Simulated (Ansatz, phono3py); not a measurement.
**NaCl (Fm-3m): lattice thermal conductivity**

How well does the lattice of NaCl conduct heat?

Experimental results on record:
- thermal conductivity 7.1 W/m/K near room temperature (given in “Combining the AFLOW GIBBS and Elastic Libraries to efficiently and robustly screen thermo-mechanical properties of solids”, 2017, arXiv:1611.05714)
- thermal conductivity 7.1 W/m/K near room temperature (given in “Predicting the lattice thermal conductivity of solids by solving the Boltzmann transport equation: AFLOW - AAPL an automated, accurate and efficient framework”, 2017, arXiv:1611.05481)

Main program and level: Ansatz 0.2.0; DFT PBEsol, scalar-relativistic, plane waves, PAW; PAW set soft_1.

The database entry behind the starting cell differs from later determinations by our own check (an axis about 0.4 % short against later determinations), so it need not match the best structure at ambient conditions.

### Step 1. The starting structure

The structure is cubic, space group Fm-3m (No. 225). Conventional cell: a = 5.620 Å, b = 5.620 Å, c = 5.620 Å, α = 90.00°, β = 90.00°, γ = 90.00°. Na has 6 Cl at 2.81 Å nearest. Cl has 6 Na at 2.81 Å nearest. Farther neighbours and most contacts between anions are not listed.

### Step 2. Probe on a coarse mesh

A cheap single point shows whether the cell is a metal or an insulator and how far it is from rest; that sets the k-mesh and the occupations of what follows.

Input file input.yaml:

```yaml
crystal:
  lattice:
    - [0.0, 2.81, 2.81]
    - [2.81, 0.0, 2.81]
    - [2.81, 2.81, 0.0]
  atoms:
    - { symbol: Na, position: [0.0, 0.0, 0.0] }
    - { symbol: Cl, position: [0.5, 0.5, 0.5] }
kpoints:
  mp_grid: { grid: [6, 6, 6] }
hamiltonian:
  xc: pbesol
  pseudopotentials: { kind: paw, azcp: { folder: soft_1 }, xc_functional: pbe }
scf:
  occupations: { method: gaussian, width: 0.1 }
  lower_state_search: "off"
output:
  forces: true
  stress: true
  eigenvalues: true
```

Started as:

```bash
$ ansatz run input.yaml --threads 8 --pin off --max-ram 19456MiB --backend cpu --events-out ev --progress --plain --runs-dir out
```

Numbers of over 12 decimals in the logs are rounded to 6 here.

Output:

```text
Engine: ansatz 0.2.0, aarch64-unknown-linux-gnu
Pseudopotentials: kind: paw
Pseudopotential: Na, paw, valence charge 9, recommended cutoff 420 eV (normal), soft_1/Na.paw.azcp
Pseudopotential: Cl, paw, valence charge 7, recommended cutoff 420 eV (normal), soft_1/Cl.paw.azcp
Functional definition: PBEsol
  exchange = pbesol_x
  correlation = pbesol_c
Crystal: 2 atoms, lattice volume = 44.376 Å³
Basis set: ecut = 420 eV, 893 PW (Γ), exchange–correlation on 54×54×54 points (8 copies of the dense FFT grid, shifted against one another)
Bands: 12, of which v1, the nominal top of the filled ones, is band 8 counted from 1 (7 counted from 0)
Symmetry: 48 space group operations
Space group: Fm-3m (ITA 225), of the structure as read, at distance tolerance 3.5e-5 Å
k-points: 16 of 216
Non-local potential: Na, projectors of the file, l = 0: 3, l = 1: 2, l = 2: 1
Non-local potential: Cl, projectors of the file, l = 0: 2, l = 1: 2, l = 2: 1
PAW form: soft (Blöchl's): semilocal exchange-correlation on the pseudo side does not see the compensation charge
PAW frozen core: Na, regenerated for the run's functional, and the local potential with it (the file was generated under x = pbe(κ = 0.804, μ = 0.219515), c = pbe(β = 0.066725))
PAW frozen core: Cl, regenerated for the run's functional, and the local potential with it (the file was generated under x = pbe(κ = 0.804, μ = 0.219515), c = pbe(β = 0.066725))
PAW one-centre angular grid: Na, 110 points (default); XC on 64 Gauss nodes
PAW one-centre angular grid: Cl, 110 points (default); XC on 64 Gauss nodes
Initial density: superposition of atomic densities (chi_scale 0.1, normalization cell, long waves kept (reshape's long-wave potential 0.00 eV rms))
Initial wavefunctions: pseudopotential atomic-orbital guess
Functional: x = pbesol(κ = 0.804, μ = 0.123457), c = pbesol(β = 0.046)
SCF iter   1: F=—  HF=-2541.282479 eV  |F-HF|=—  |Δ(HF+E_count)|=         —  Δρ=7.36e-2  dr2=2.02e0  ethr=3.10e-3  ⟨swp⟩=6.1  Hψ=1347  notcnv=0
preconditioner: auto → none  [insulator: Δε(μ)=3.815 eV  Ē_g=12.618 eV  σ=0.100 eV  W_gap=1.00  n_scr=14 (ndim 8)  ℏωp=15.8 eV  f_vac=0.000  D(μ)=0.00/eV (n_scr^D=0)  ε∞_Penn≈2.6]
SCF iter   2: F=—  HF=-2540.314949 eV  |F-HF|=—  |Δ(HF+E_count)|=   9.68e-1  Δρ=1.49e-2  dr2=1.17e-1  ethr=3.10e-3  ⟨swp⟩=3.3  Hψ=581  notcnv=0
SCF iter   3: F=—  HF=-2540.287326 eV  |F-HF|=—  |Δ(HF+E_count)|=   2.76e-2  Δρ=5.68e-3  dr2=1.34e-2  ethr=7.28e-4  ⟨swp⟩=3.0  Hψ=371  notcnv=0
SCF iter   4: F=—  HF=-2540.287196 eV  |F-HF|=—  |Δ(HF+E_count)|=   1.30e-4  Δρ=1.30e-3  dr2=1.11e-3  ethr=8.38e-5  ⟨swp⟩=2.0  Hψ=384  notcnv=0
SCF iter   5: F=—  HF=-2540.287357 eV  |F-HF|=—  |Δ(HF+E_count)|=   1.61e-4  Δρ=2.14e-4  dr2=1.62e-5  ethr=6.92e-6  ⟨swp⟩=2.0  Hψ=256  notcnv=0
SCF iter   6: F=—  HF=-2540.287407 eV  |F-HF|=—  |Δ(HF+E_count)|=   4.96e-5  Δρ=3.99e-5  dr2=4.20e-7  ethr=1.01e-7  ⟨swp⟩=2.0  Hψ=320  notcnv=0
SCF iter   7: F=-2540.287407 eV  HF=-2540.287407 eV  |F-HF|=1.79e-9  |Δ(HF+E_count)|=   1.75e-7  Δρ=3.73e-6  dr2=2.68e-9  ethr=6.25e-10  ⟨swp⟩=6.2  Hψ=1075  notcnv=0
SCF 1 converged in 7 iterations: F = -2540.287407 eV  dr2 = 2.68e-9
  greatest PAW one-centre occupation: 0.999 electrons in one spin orbital (limit 2), on the Na atom at site 0 (counted from 0), in its partial waves of l = 0
SCF converged after 7 iterations
Free energy (F): -2540.287407 eV
Harris-Foulkes:  -2540.287407 eV  (|F-HF|=1.79e-9)
Internal energy: -2540.287407 eV  (E = F + TS)
E sigma→0 (E₀):  -2540.287407 eV
Fermi energy:    3.558380 eV
--- Per-component energies (eV) ---
  E_band       = -233.622294
  E_kinetic    = 266.621142
  E_local      = -1672.846557  (includes V_loc(G=0)·N_el)
  E_nonlocal   = 310.376550
  E_hartree    = 563.530682
  E_xc         = -143.448291
  E_vxc        = -163.983825  (∫ρ·V_xc dr)
  E_paw        = -925.169047  (= ΣΔE_a)
  E_vpaw       = -100.852798  (= ΣTr[D̂ρ^β])
  E_aug_tail   = 0.000146  (compensation charges beyond the density's cutoff)
  E_ewald      = -939.485157
  E_core_change = 0.133126  (= ΣΔE_core)
  E_smearing   = -0.000000  (= −TS)
  E_closure    = -0.000000  (closes the sum)
  Σ components = -2540.287407   (vs F -2540.287407, Δ=0.00e0)
--- Forces (eV/Å), atoms counted from 1 ---
  atom   1  Na    -0.00000000    -0.00000000     0.00000000
  atom   2  Cl     0.00000000     0.00000000    -0.00000000
  max |Σ_I F_I| component: 6.06e-30 eV/Å
--- Stress (GPa, compression-positive) ---
       -0.243259       0.000000       0.000000
        0.000000      -0.243259       0.000000
       -0.000000      -0.000000      -0.243259
  P = ⅓ Tr σ = -0.2433 GPa (-2.433 kbar)
--- Band table (eV; the first three rows and the last of 16) ---
  k-point 0: bands = [... 4 lower, -11.5959, 1.0691, 1.0691, 1.0691, 6.0455, 11.9759, 11.9759, 11.9759]
  k-point 1: bands = [... 4 lower, -11.5115, 0.4404, 0.9970, 0.9970, 6.8743, 11.1932, 12.2617, 12.2617]
  k-point 2: bands = [... 4 lower, -11.3350, -0.5237, 0.8598, 0.8598, 7.9652, 11.0297, 12.0894, 12.0894]
  k-point 15: bands = [... 4 lower, -11.1797, -0.4278, 0.1193, 0.3261, 9.3751, 9.7572, 11.4225, 13.0130]
```

Wall time 0.72 s (8 threads of Arm Neoverse V2, shared host); peak memory 0.27 GiB.

This step gave:

| Property | Result |
| --- | --- |
| pressure | -0.2433 GPa |
| gap on the k-mesh | 4.976 eV |
| volume per atom | 22.19 Å³/atom |

The start is under -0.24 GPa at this level and looks like an insulator or semiconductor on this mesh.

### Step 3. Finding the static equilibrium

Phonons are second derivatives about a minimum, so cell and atoms are relaxed first, inside the symmetry of the start.

input.yaml, the sections that differ from step 2:

```yaml
kpoints:
  mp_grid: { grid: [8, 8, 8] }
scf:
  occupations: { method: gaussian, width: 0.02 }
  lower_state_search: "off"
output:
  forces: true
  stress: true
  eigenvalues: true
  write_density: true
  write_potential: true
  elf: true
  volumetric_format: npy
relax:
  adjacent_minimum: "off"
  f_tol: 0.005
  max_steps: 80
  cell: { stress_tol: 0.05 }
# crystal, hamiltonian: as in step 2
```

Output:

```text
[...]
Crystal: 2 atoms, lattice volume = 44.376 Å³
Basis set: ecut = 420 eV, 893 PW (Γ), exchange–correlation on 54×54×54 points (8 copies of the dense FFT grid, shifted against one another)
Bands: 12, of which v1, the nominal top of the filled ones, is band 8 counted from 1 (7 counted from 0)
Symmetry: 48 space group operations
[...]
k-points: 29 of 512
[...]
SCF iter   1: F=—  HF=-2541.281815 eV  |F-HF|=—  |Δ(HF+E_count)|=         —  Δρ=7.36e-2  dr2=2.02e0  ethr=3.10e-3  ⟨swp⟩=6.1  Hψ=2333  notcnv=0
[...]
SCF iter   7: F=-2540.287437 eV  HF=-2540.287437 eV  |F-HF|=1.65e-9  |Δ(HF+E_count)|=   1.72e-7  Δρ=3.41e-6  dr2=2.33e-9  ethr=6.25e-10  ⟨swp⟩=10.7  Hψ=2679  notcnv=0
SCF 1 converged in 7 iterations: F = -2540.287437 eV  dr2 = 2.33e-9
[...]
relax step   1: F+E_penalty+E_count = -2540.28743672 eV  Δ(F+E_penalty+E_count) = +0.000e0 eV  max|allowed force component| = 4.495e-30 eV/Å  Δτ_max = 0.0000 Å  P = -0.244 GPa  Ω = 44.376 Å³  (7 SCF iters, dr2 threshold 1.00e-7 eV, accepted)
Crystal: 2 atoms, lattice volume = 44.095 Å³
Basis set: ecut = 420 eV, 869 PW (Γ), exchange–correlation on 54×54×54 points (8 copies of the dense FFT grid, shifted against one another)
[...]
iter 1 solved again at ethr=3.21e-7 eV; its pass at ethr=3.10e-3 eV (dr2=5.14e-5 eV) is discarded
[...]
SCF iter   4: F=-2540.287733 eV  HF=-2540.287733 eV  |F-HF|=6.18e-9  |Δ(HF+E_count)|=   1.34e-7  Δρ=5.52e-6  dr2=2.07e-8  ethr=9.28e-10  ⟨swp⟩=10.9  Hψ=2702  notcnv=0
SCF 2 converged in 4 iterations: F = -2540.287733 eV  dr2 = 2.07e-8
relax step   2: F+E_penalty+E_count = -2540.28773255 eV  Δ(F+E_penalty+E_count) = -2.958e-4 eV  max|allowed force component| = 2.482e-30 eV/Å  Δτ_max = 0.0000 Å  P = -0.085 GPa  Ω = 44.095 Å³  energy of the carried Pulay correction = +7.373e-6 eV  (4 SCF iters, dr2 threshold 1.49e-7 eV, accepted)
Crystal: 2 atoms, lattice volume = 43.947 Å³
[...]
SCF iter   4: F=-2540.287775 eV  HF=-2540.287775 eV  |F-HF|=1.18e-9  |Δ(HF+E_count)|=   2.81e-8  Δρ=2.89e-6  dr2=5.56e-9  ethr=1.12e-10  ⟨swp⟩=9.4  Hψ=2335  notcnv=0
SCF 3 converged in 4 iterations: F = -2540.287775 eV  dr2 = 5.56e-9
relax step   3: F+E_penalty+E_count = -2540.28777498 eV  Δ(F+E_penalty+E_count) = -4.243e-5 eV  max|allowed force component| = 2.498e-30 eV/Å  Δτ_max = 0.0000 Å  P = +0.002 GPa  Ω = 43.947 Å³  energy of the carried Pulay correction = +1.129e-5 eV  (4 SCF iters, dr2 threshold 1.80e-8 eV, accepted)
[...]
SCF iter   1: F=—  HF=-2540.287734 eV  |F-HF|=—  |Δ(HF+E_count)|=         —  Δρ=4.49e-6  dr2=5.47e-9  ethr=2.90e-6  ⟨swp⟩=2.9  Hψ=3255  notcnv=0
eigensolver tolerance schedule: the retry pair's looser diagonalisation over-reported the residual by 84781.57 of it (diagonalisation noise at an unbounded share of the residual, at the tolerance the schedule requests for it); recorded, not acted on — ethr = c·dr2/N_el stays at c = 1.0e-1
[...]
SCF iter   2: F=—  HF=-2540.287763 eV  |F-HF|=—  |Δ(HF+E_count)|=   2.92e-5  Δρ=3.62e-6  dr2=1.90e-9  ethr=3.42e-11  ⟨swp⟩=4.1  Hψ=891  notcnv=0
[...]
SCF iter   4: F=-2540.287763 eV  HF=-2540.287763 eV  |F-HF|=4.55e-12  |Δ(HF+E_count)|=  7.53e-10  Δρ=2.70e-7  dr2=1.59e-11  ethr=1.00e-12  ⟨swp⟩=5.0  Hψ=1786  notcnv=0
SCF 4 converged in 4 iterations: F = -2540.287763 eV  dr2 = 1.59e-11
relax step   4: F+E_penalty+E_count = -2540.28776285 eV  Δ(F+E_penalty+E_count) = +1.213e-5 eV  max|allowed force component| = 2.761e-30 eV/Å  Δτ_max = 0.0000 Å  P = +0.002 GPa  Ω = 43.947 Å³  stress off target by 1.86e-3 GPa  SCF on the basis re-selected at this cell (its energy is not comparable with the rows above)  (4 SCF iters)
basis re-selected at this cell: Δ(F+E_penalty+E_count) = +1.213e-5 eV, ΔP = +0.000 GPa vs the last step (what re-selecting the basis moved, of the pressure what is left beyond the Pulay correction that the steps carried, after the strain that the cell walked since its last selection, with what the two solves' SCF thresholds leave and, on support functions, any second-order correction that the steps lacked; it is no m [...]
SCF converged after 4 iterations
Free energy (F): -2540.287763 eV
[...]
Internal energy: -2540.287763 eV  (E = F + TS)
E sigma→0 (E₀):  -2540.287763 eV
Fermi energy:    3.649895 eV
[...]
--- Stress (GPa, compression-positive) ---
        0.001861      -0.000000      -0.000000
       -0.000000       0.001861      -0.000000
       -0.000000      -0.000000       0.001861
  P = ⅓ Tr σ = 0.0019 GPa (0.019 kbar)
--- Band table (eV; the first three rows and the last of 29) ---
  k-point 0: bands = [... 4 lower, -11.5443, 1.1435, 1.1435, 1.1435, 6.1562, 12.0582, 12.0582, 12.0582]
  k-point 1: bands = [... 4 lower, -11.4937, 0.7510, 1.1000, 1.1000, 6.6681, 11.5204, 12.2543, 12.2543]
  k-point 2: bands = [... 4 lower, -11.3680, -0.0171, 0.9987, 0.9987, 7.6421, 11.0016, 12.3625, 12.3625]
  k-point 28: bands = [... 4 lower, -11.1118, -0.1153, -0.1153, 0.3477, 9.9399, 10.6874, 10.6874, 12.4176]
--- Relaxed structure (3 steps of the walk, 3 accepted, 1 SCFs on fresh bases) ---
  F+E_penalty+E_count = -2540.28776285 eV   max|allowed force component| = 2.761e-30 eV/Å   (the final SCF, on the basis selected at the relaxed cell)
  cell:  # Å, volume = 43.9472 Å³
    - [0, 2.800917, 2.800917]
    - [2.800917, 0, 2.800917]
    - [2.800917, 2.800917, 0]
  atoms:
    - { symbol: Na, position: [0, 0, 0] }
    - { symbol: Cl, position: [0.5, 0.5, 0.5] }
```

Elapsed: 0.93 s, on 8 threads; peak memory 0.31 GiB.

Step by step:

| step | energy less that of the first step (eV) | largest force component (eV/Å) | pressure (GPa) | volume (Å³) |
| --- | --- | --- | --- | --- |
| 1 | 0.0000 | 0.0000 | -0.24 | 44.38 |
| 2 | -0.0003 | 0.0000 | -0.08 | 44.10 |
| 3 | -0.0003 | 0.0000 | 0.00 | 43.95 |
| 4* | -0.0003 | 0.0000 | 0.00 | 43.95 |

Relaxation steps marked * repeat the geometry before them on a plane-wave basis chosen anew for their cell, so energy and pressure can jump there.

Forces are held to the 48 operations that the run works with; a distortion that breaks them can't arise in this run.

| conventional cell, symmetrised | before | after | change |
| --- | --- | --- | --- |
| a (Å) | 5.620 | 5.602 | -0.3 % |
| b (Å) | 5.620 | 5.602 | -0.3 % |
| c (Å) | 5.620 | 5.602 | -0.3 % |
| volume (Å³/atom) | 22.19 | 21.97 | -1.0 % |

Final coordinates:

```xyz
2
Lattice="0.0000 2.8009 2.8009 2.8009 0.0000 2.8009 2.8009 2.8009 0.0000" Properties=species:S:1:pos:R:3 pbc="T T T"
Na    0.0000    0.0000    0.0000
Cl    2.8009    2.8009    2.8009
```

This step gave:

- pressure: 0.001861 GPa
- gap on the k-mesh: 5.013 eV
- volume per atom: 21.97 Å³/atom

ELF in the ac plane of the conventional cell at fractional y = 0.000, with atoms of Na and Cl within 0.2 Å of it. It is the smooth field of the valence electrons, not physical close to the nuclei.

Values, 16 rows by 16 columns, each cell a mean:
```
0.45 0.55 0.26 0.08 0.54 0.83 0.83 0.59 0.50 0.77 0.86 0.74 0.25 0.10 0.47 0.49
0.50 0.38 0.09 0.07 0.46 0.77 0.85 0.83 0.82 0.86 0.83 0.65 0.20 0.04 0.25 0.47
0.11 0.06 0.02 0.05 0.26 0.59 0.77 0.83 0.84 0.81 0.70 0.42 0.10 0.02 0.04 0.10
0.26 0.24 0.16 0.07 0.08 0.26 0.46 0.54 0.55 0.51 0.35 0.13 0.04 0.10 0.20 0.25
0.75 0.70 0.55 0.26 0.07 0.05 0.07 0.08 0.09 0.08 0.05 0.03 0.13 0.42 0.65 0.74
0.86 0.85 0.78 0.55 0.16 0.02 0.09 0.26 0.30 0.18 0.04 0.05 0.35 0.70 0.83 0.86
0.70 0.82 0.85 0.70 0.24 0.06 0.38 0.55 0.53 0.50 0.18 0.08 0.51 0.81 0.86 0.77
0.32 0.70 0.86 0.75 0.26 0.11 0.50 0.45 0.34 0.53 0.30 0.09 0.55 0.84 0.82 0.50
0.50 0.77 0.86 0.74 0.25 0.10 0.47 0.49 0.45 0.55 0.26 0.08 0.54 0.83 0.83 0.59
0.82 0.86 0.83 0.65 0.20 0.04 0.25 0.47 0.50 0.38 0.09 0.07 0.46 0.77 0.85 0.83
0.84 0.81 0.70 0.42 0.10 0.02 0.04 0.10 0.11 0.06 0.02 0.05 0.26 0.59 0.77 0.83
0.55 0.51 0.35 0.13 0.04 0.10 0.20 0.25 0.26 0.24 0.16 0.07 0.08 0.26 0.46 0.54
0.09 0.08 0.05 0.03 0.13 0.42 0.65 0.74 0.75 0.70 0.55 0.26 0.07 0.05 0.07 0.08
0.30 0.18 0.04 0.05 0.35 0.70 0.83 0.86 0.86 0.85 0.78 0.55 0.16 0.02 0.09 0.26
0.53 0.50 0.18 0.08 0.51 0.81 0.86 0.77 0.70 0.82 0.85 0.70 0.24 0.06 0.38 0.55
0.34 0.53 0.30 0.09 0.55 0.84 0.82 0.50 0.32 0.70 0.86 0.75 0.26 0.11 0.50 0.45
```
Columns run along a (5.6 Å), rows up along c (5.6 Å), edges of the conventional cell, whose origin can differ from the input's. Atoms in or near the plane, at fractional coordinates: Na at (0.00, 0.00), Na at (0.50, 0.50), Cl at (0.50, 0.00), Cl at (0.00, 0.50).

Electrostatic potential energy in the ac plane of the conventional cell at fractional y = 0.000, with atoms of Na and Cl within 0.2 Å of it. With pseudopotentials it is smooth inside the atoms' cores, unlike the true potential.

Ten even steps from '_' (-70 eV) to '@' (7 eV), each cell a mean:
```
__--%%@@@@%%++======##@@@@@@**..
++##@@@@@@@@##++++**@@@@@@@@%%**
@@@@@@@@@@@@@@%%%%@@@@@@@@@@@@@@
@@@@@@@@@@@@@@@@@@@@@@@@@@@@@@@@
@@@@@@@@@@@@@@@@@@@@@@@@@@@@@@@@
##%%@@@@@@@@@@%%%%@@@@@@@@@@@@##
==++%%@@@@@@##--::**@@@@@@@@**==
====##@@@@@@++____::%%@@@@%%++==
====##@@@@@@**..__--%%@@@@%%++==
++**@@@@@@@@%%**++##@@@@@@@@##++
%%@@@@@@@@@@@@@@@@@@@@@@@@@@@@%%
@@@@@@@@@@@@@@@@@@@@@@@@@@@@@@@@
@@@@@@@@@@@@@@@@@@@@@@@@@@@@@@@@
%%@@@@@@@@@@@@####%%@@@@@@@@@@%%
::**@@@@@@@@**====++%%@@@@@@##--
__::%%@@@@%%++======##@@@@@@++__
```
Columns run along a (5.6 Å; values clipped at the 3rd and 97th percentile), rows up along c (5.6 Å), edges of the conventional cell, whose origin can differ from the input's. Atoms in or near the plane, at fractional coordinates: Na at (0.00, 0.00), Na at (0.50, 0.50), Cl at (0.50, 0.00), Cl at (0.00, 0.50).

Valence density in the ac plane of the conventional cell at fractional y = 0.000, with atoms of Na and Cl within 0.2 Å of it. It is the smooth field of the valence electrons, not physical close to the nuclei.

Ten steps, logarithmic in the rise over the least value, from '0' (0 e/Å³) to '9' (20 e/Å³), each cell a mean:
```
9620124444310048
5300023444210014
1000012232100000
0000000111000000
2100000000000011
3320000221000123
4431003675101244
3432015997201344
4431004896201244
4421001453000234
3210000010000122
1100000000000001
0000001121000000
2100012333200002
7510124444310036
9720134434320159
```
Columns run along a (5.6 Å), rows up along c (5.6 Å), edges of the conventional cell, whose origin can differ from the input's. Atoms in or near the plane, at fractional coordinates: Na at (0.00, 0.00), Na at (0.50, 0.50), Cl at (0.50, 0.00), Cl at (0.00, 0.50).

### Step 4. Relaxing to small residual forces and stress

The relaxation is repeated with tighter thresholds on force and stress, since phonons are sensitive to what is left; a change of mesh or smearing in the input moves the cell too.

Input file input.yaml:

```yaml
crystal:
  lattice:
    - [0.0, 2.800917063, 2.800917063]
    - [2.800917063, 0.0, 2.800917063]
    - [2.800917063, 2.800917063, 0.0]
  atoms:
    - { symbol: Na, position: [0.0, 0.0, 0.0] }
    - { symbol: Cl, position: [0.5, 0.5, 0.5] }
kpoints:
  mp_grid: { grid: [9, 9, 9] }
hamiltonian:
  xc: pbesol
  pseudopotentials: { kind: paw, azcp: { folder: soft_1 }, xc_functional: pbe }
scf:
  occupations: { method: fixed }
  lower_state_search: "off"
output:
  forces: true
  stress: true
  eigenvalues: true
relax:
  adjacent_minimum: "off"
  f_tol: 0.001
  max_steps: 60
  cell: { stress_tol: 0.01 }
```

Output:

```text
[...]
Crystal: 2 atoms, lattice volume = 43.947 Å³
Basis set: ecut = 420 eV, 869 PW (Γ), exchange–correlation on 54×54×54 points (8 copies of the dense FFT grid, shifted against one another)
Bands: 12, of which v1, the nominal top of the filled ones, is band 8 counted from 1 (7 counted from 0)
Symmetry: 48 space group operations
[...]
k-points: 35 of 729
[...]
k-point 34: bands = [... 4 lower, -11.1179, -0.2582, 0.0051, 0.4213, 9.9471, 10.4121, 10.7566, 12.7299]
--- Relaxed structure (1 steps of the walk, 1 accepted, 1 SCFs on fresh bases) ---
[...]
cell:  # Å, volume = 43.9472 Å³
    - [0.0, 2.800917063, 2.800917063]
    - [2.800917063, 0.0, 2.800917063]
    - [2.800917063, 2.800917063, 0.0]
  atoms:
    - { symbol: Na, position: [0.0, 0.0, 0.0] }
    - { symbol: Cl, position: [0.5, 0.5, 0.5] }
[key lines of the parts left out:]
SCF converged after 7 iterations
Free energy (F): -2540.287765 eV
Fermi energy:    1.143482 eV
P = ⅓ Tr σ = 0.0018 GPa (0.018 kbar)
```

It took 0.63 s on 8 threads; peak memory 0.3 GiB.

Little changed from the start: no atom moved by 0.005 Å and no cell edge by 0.1 %.

Numbers from this step:

- pressure: 0.001811 GPa

The residual pressure is 0.0018 GPa, small enough for phonons.

[end of part 1 of 3]

[Logs are printed without paths, hosts, clocks, repeated set-up lines and the standing remarks that a program may print on its own settings, such as how far it seeks lower states.]

[Hosts, paths, dates, database ids (printed as entryN), source tags and the programs' standing remarks are cut or masked in the printed files.]

[A step with changed settings may run another functional than the one named; its input shows which.]
